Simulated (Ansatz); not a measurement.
# Lattice dynamics of ZrH3 (Pm-3m), part 2 of 2

Aim: the phonons of ZrH3 (Pm-3m) at a cell relaxed beforehand at this level. After the zone centre comes a 4×4×4 q mesh on a 12×12×12 k mesh.

Ansatz 0.2.0; DFT PBEsol+D3(BJ), scalar-relativistic, plane waves, PAW.

So far. Step 2 (Linear response at the zone centre): Before it was imposed, the acoustic sum rule was missed by 1.5e-5 eV/Å². Small misses are needed for a sound result but don't prove that mesh and cutoff are converged. The lowest optical mode is real, 768 cm⁻¹.

## 3. Phonons on a q mesh (continued)

Harmonic thermodynamic functions per atom, from the density of states. Interpolated from a 4×4×4 q mesh. Thermodynamic functions, by row:

| T (K) | F_vib (meV/atom) | S (J/mol-atom/K) | C_V (J/mol-atom/K) |
| --- | --- | --- | --- |
| 0 | 144.1 | 0 | 0 |
| 50 | 144 | 0.398 | 1.17 |
| 100 | 143.4 | 2.02 | 3.602 |
| 200 | 139.5 | 5.398 | 6.417 |
| 300 | 132.3 | 8.652 | 9.987 |
| 400 | 121.5 | 12.02 | 13.51 |
| 500 | 107.4 | 15.35 | 16.26 |
| 600 | 89.8 | 18.5 | 18.25 |
| 700 | 69.09 | 21.43 | 19.69 |
| 800 | 45.47 | 24.13 | 20.74 |
| 900 | 19.15 | 26.62 | 21.52 |
| 1000 | -9.64 | 28.91 | 22.1 |

Harmonic mean-square displacement, third of the trace. Interpolated from a 4×4×4 q mesh. Mean square displacements, by row:

| T (K) | Zr1 U_eq (Å²) | H2 U_eq (Å²) | H3 U_eq (Å²) | H4 U_eq (Å²) |
| --- | --- | --- | --- | --- |
| 0 | 0.0011 | 0.0178 | 0.0178 | 0.0178 |
| 100 | 0.00148 | 0.01799 | 0.01799 | 0.01799 |
| 300 | 0.00341 | 0.01912 | 0.01912 | 0.01912 |
| 600 | 0.0066 | 0.02405 | 0.02405 | 0.02405 |

Symmetry leaves 10 wavevectors to solve. The lowest mode among them, the acoustic zeros apart, lies at q = (0, 0, 0.25) and is real, 94.1 cm⁻¹.

## 4. Isotope substitution, element H, natural mass 1.008 amu

An isotope changes the mass and not the force constants, so no new electronic calculation is needed; the shifts show which modes move this element.

The same force constants with the mass of H changed from 1.008 to 2.014 u (phonopy, no LO-TO term). Both lists are sorted by frequency; levels can cross, so a row need not hold one and the same mode. Modes under 3 cm⁻¹ are left out. Isotope shifts, by row, the first 40 of 45 rows:

| q | rank | natural mass (cm⁻¹) | changed mass (cm⁻¹) |
| --- | --- | --- | --- |
| 0 0 0 | 4 | 768.5 | 551.3 |
| 0 0 0 | 5 | 768.5 | 551.3 |
| 0 0 0 | 6 | 768.5 | 551.3 |
| 0 0 0 | 7 | 1005 | 710.9 |
| 0 0 0 | 8 | 1005 | 710.9 |
| 0 0 0 | 9 | 1005 | 710.9 |
| 0 0 0 | 10 | 1024 | 725.8 |
| 0 0 0 | 11 | 1024 | 725.8 |
| 0 0 0 | 12 | 1024 | 725.8 |
| 0 0 0.25 | 1 | 94.14 | 93.32 |
| 0 0 0.25 | 2 | 94.14 | 93.32 |
| 0 0 0.25 | 3 | 186.2 | 185.2 |
| 0 0 0.25 | 4 | 797.5 | 568 |
| 0 0 0.25 | 5 | 797.5 | 568 |
| 0 0 0.25 | 6 | 803.1 | 570.2 |
| 0 0 0.25 | 7 | 995.2 | 704.9 |
| 0 0 0.25 | 8 | 995.2 | 704.9 |
| 0 0 0.25 | 9 | 1052 | 745.7 |
| 0 0 0.25 | 10 | 1066 | 755 |
| 0 0 0.25 | 11 | 1066 | 755 |
| 0 0 0.25 | 12 | 1074 | 760 |
| 0 0 -0.5 | 1 | 140.7 | 140.4 |
| 0 0 -0.5 | 2 | 140.7 | 140.4 |
| 0 0 -0.5 | 3 | 286.1 | 286 |
| 0 0 -0.5 | 4 | 812 | 574.6 |
| 0 0 -0.5 | 5 | 827.4 | 585.3 |
| 0 0 -0.5 | 6 | 827.4 | 585.3 |
| 0 0 -0.5 | 7 | 972 | 689.2 |
| 0 0 -0.5 | 8 | 972 | 689.2 |
| 0 0 -0.5 | 9 | 1097 | 776.1 |
| 0 0 -0.5 | 10 | 1127 | 797.4 |
| 0 0 -0.5 | 11 | 1140 | 806.4 |
| 0 0 -0.5 | 12 | 1140 | 806.4 |
| 0 0.25 0.25 | 1 | 113.6 | 113 |
| 0 0.25 0.25 | 2 | 177.5 | 176.7 |
| 0 0.25 0.25 | 3 | 205.6 | 205.4 |
| 0 0.25 0.25 | 4 | 701.7 | 498.3 |
| 0 0.25 0.25 | 5 | 824.9 | 585 |
| 0 0.25 0.25 | 6 | 835.8 | 591.5 |
| 0 0.25 0.25 | 7 | 911.9 | 645.2 |

A mode of this element alone would shift by -29.26 %. The highest zone-centre frequency without the field goes from 1024.1 to 725.8 cm⁻¹ (-29.1 %). The product of the frequency ratios over all optical modes at Γ is 0.047; the product rule, (m/m′)^(3k/2) (M′/M)^(3/2) with k = 3 such atoms and M the mass of the cell, gives 0.047.

## 5. Isotope substitution, element Zr, natural mass 91.222 amu

The same for Zr, from 91.22 to 95.91 u.

The same force constants with the mass of Zr changed from 91.222 to 95.908 u (phonopy, no LO-TO term). Both lists are sorted by frequency; levels can cross, so a row need not hold one and the same mode. Modes under 3 cm⁻¹ are left out. Isotope shifts, by row, the first 40 of 45 rows:

| q | rank | natural mass (cm⁻¹) | changed mass (cm⁻¹) |
| --- | --- | --- | --- |
| 0 0 0 | 4 | 768.5 | 768 |
| 0 0 0 | 5 | 768.5 | 768 |
| 0 0 0 | 6 | 768.5 | 768 |
| 0 0 0 | 7 | 1005 | 1005 |
| 0 0 0 | 8 | 1005 | 1005 |
| 0 0 0 | 9 | 1005 | 1005 |
| 0 0 0 | 10 | 1024 | 1024 |
| 0 0 0 | 11 | 1024 | 1024 |
| 0 0 0 | 12 | 1024 | 1024 |
| 0 0 0.25 | 1 | 94.14 | 91.85 |
| 0 0 0.25 | 2 | 94.14 | 91.85 |
| 0 0 0.25 | 3 | 186.2 | 181.7 |
| 0 0 0.25 | 4 | 797.5 | 797.2 |
| 0 0 0.25 | 5 | 797.5 | 797.2 |
| 0 0 0.25 | 6 | 803.1 | 802.9 |
| 0 0 0.25 | 7 | 995.2 | 995.1 |
| 0 0 0.25 | 8 | 995.2 | 995.1 |
| 0 0 0.25 | 9 | 1052 | 1052 |
| 0 0 0.25 | 10 | 1066 | 1066 |
| 0 0 0.25 | 11 | 1066 | 1066 |
| 0 0 0.25 | 12 | 1074 | 1074 |
| 0 0 -0.5 | 1 | 140.7 | 137.3 |
| 0 0 -0.5 | 2 | 140.7 | 137.3 |
| 0 0 -0.5 | 3 | 286.1 | 279 |
| 0 0 -0.5 | 4 | 812 | 812 |
| 0 0 -0.5 | 5 | 827.4 | 827.4 |
| 0 0 -0.5 | 6 | 827.4 | 827.4 |
| 0 0 -0.5 | 7 | 972 | 971.9 |
| 0 0 -0.5 | 8 | 972 | 971.9 |
| 0 0 -0.5 | 9 | 1097 | 1097 |
| 0 0 -0.5 | 10 | 1127 | 1127 |
| 0 0 -0.5 | 11 | 1140 | 1140 |
| 0 0 -0.5 | 12 | 1140 | 1140 |
| 0 0.25 0.25 | 1 | 113.6 | 110.8 |
| 0 0.25 0.25 | 2 | 177.5 | 173.2 |
| 0 0.25 0.25 | 3 | 205.6 | 200.6 |
| 0 0.25 0.25 | 4 | 701.7 | 701.6 |
| 0 0.25 0.25 | 5 | 824.9 | 824.8 |
| 0 0.25 0.25 | 6 | 835.8 | 835.8 |
| 0 0.25 0.25 | 7 | 911.9 | 911.9 |

A mode of this element alone would shift by -2.47 %. The highest zone-centre frequency without the field goes from 1024.1 to 1024.0 cm⁻¹ (-0.0 %). The product of the frequency ratios over all optical modes at Γ is 0.998; the product rule, (m/m′)^(3k/2) (M′/M)^(3/2) with k = 1 such atoms and M the mass of the cell, gives 0.998.

## 6. Results

```yaml
space_group_within_0p01_a: Pm-3m
volume_per_atom: 7.14 Å³
electronic_character: no gap on this mesh
highest_optical_mode_at_the_zone_centre_no_lo_to_term: 1024 cm⁻¹
lowest_optical_zone_centre_mode: 768 cm⁻¹
lowest_mode_on_the_q_mesh_acoustic_modes_at_gamma_apart: 94.1 cm⁻¹
highest_frequency_on_the_path_or_at_a_solved_wavevector: 1251 cm⁻¹
zero_point_energy_per_atom: 144 meV
heat_capacity_at_300_k: 9.99 J/(mol atoms K)
vibrational_entropy_at_300_k: 8.65 J/(mol atoms K)
debye_temperature_second_moment: 1589 K
imaginary_modes_on_the_4x4x4_q_mesh: none
```

In words: The structure is a minimum as far as tested: no mode is imaginary at the 10 irreducible wavevectors of the 4×4×4 mesh, and the softest away from the acoustic zeros lies at 94 cm⁻¹. The optical modes at Γ span 768 to 1024 cm⁻¹. The highest mode in this list at Γ, 1024.1 cm⁻¹, is mostly motion of H (100 % of the kinetic energy). On the path and the mesh, the widest gap between branches runs from 286 to 702 cm⁻¹. With no gap, or one that is small against the smearing, the frequencies hang on the k mesh and the smearing, most of all near Kohn anomalies. The phonon runs are without spin polarisation, although the cell has an odd electron count. In the phonons the program treats the change of the C6 weights of the dispersion term with coordination only in part. These are harmonic frequencies at zero temperature: anharmonic shifts, linewidths and thermal expansion are left out.

[Logs are printed without paths, hosts, clocks, repeated set-up lines and the standing remarks that a program may print on its own settings, such as how far it seeks lower states.]

[Hosts, paths, dates, database ids (printed as entryN), source tags and the programs' standing remarks are cut or masked in the printed files.]
